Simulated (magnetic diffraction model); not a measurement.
# Al2FeB2Ir5: what an assumed order does to the neutron pattern

Space group P4/mbm (no. 127), a = 9.0090 Å, c = 2.8730 Å.

| site | atom | x | y | z |
| --- | --- | --- | --- | --- |
| 8j | Ir | 0.5644 | 0.7167 | 1/2 |
| 2c | Ir | 1/2 | 0 | 1/2 |
| 2a | Fe | 1/2 | 1/2 | 0 |
| 4g | Al | 0.8266 | 0.6734 | 0 |
| 4g | B | 0.6201 | 0.8799 | 0 |

This is a made-up structure (elements placed in a structure type, unrelaxed), so the numbers test the method and describe no known phase.

Only Fe is taken to order (form factors of Fe2+); orders and moment sizes are assumed, and not adapted to the symmetry. Radiation: neutrons of λ = 1.909 Å (absorption by B and Ir left out), 8° to 60°; isotropic B of 0.47 Å² (Ir), 0.66 Å² (Fe), 0.86 Å² (Al) and 0.74 Å² (B). Simulated constant-wavelength pattern: nuclear and magnetic terms add, the magnetic one as |2.695 fm × Σ f S⊥ exp(2πi Q·r) exp(−B s²)|², summed over all Q at one angle with the factor 1/(sin²θ cos θ). For collinear order S is the moment m, which repeats by lattice and centring translations R with the sign exp(−2πi k·R). Free-ion form factors, Sears's scattering lengths of 1992, no absorption; a label names one of the reflections at its angle. The strongest nuclear line in the range is 100, and lines under 0.2 are left out.

Assume the order k = (1/2 0 1/2), collinear moments along [110], 1.95 μB on Fe; signs + at (1/2, 1/2, 0), − at (0, 0, 0).

Q: Where does magnetic intensity appear, and how strong is it?

```
2θ (°)        index  nuclear  magnetic
 20.08  (1/2 0 1/2)      0.0       1.3
 23.55  (1/2 1 1/2)      0.0       1.6
 24.47      (2 0 0)     11.8       0.0
 26.58  (3/2 0 1/2)      0.0       0.6
 27.41      (2 1 0)     25.2       0.0
 29.33  (3/2 1 1/2)      0.0       0.8
 31.85  (1/2 2 1/2)      0.0       0.6
 34.88      (2 2 0)      0.8       0.0
 36.44  (5/2 0 1/2)      0.0       0.6
 38.55  (5/2 1 1/2)      0.0       0.3
 38.81      (0 0 1)     11.7       0.0
 39.15      (3 1 0)      0.6       0.0
 42.51  (1/2 3 1/2)      0.0       0.2
 42.75      (1 1 1)      1.3       0.0
 44.38  (5/2 2 1/2)      0.0       0.2
 44.92      (3 2 0)      7.2       0.0
 48.16      (2 1 1)      8.1       0.0
 50.15      (4 0 0)      8.9       0.0
 51.80      (4 1 0)     45.0       0.0
 53.16      (2 2 1)     29.7       0.0
 53.42      (3 3 0)      8.3       0.0
 56.31      (3 1 1)    100.0       0.0
 56.56      (4 2 0)     34.2       0.0
```

The strongest magnetic line in the range is (1/2 1 1/2) at 23.55° (1.6). On top of the Lorentz factor, which all lines share, magnetic lines fade with angle because f falls: for Fe2+ it is 0.90, 0.68, 0.45 and 0.15 at sin θ/λ = 0.1, 0.2, 0.3 and 0.5 Å⁻¹, while nuclear lengths stay constant. The order has no net moment.

[Logs are printed without paths, hosts, clocks, repeated set-up lines and the standing remarks that a program may print on its own settings, such as how far it seeks lower states.]
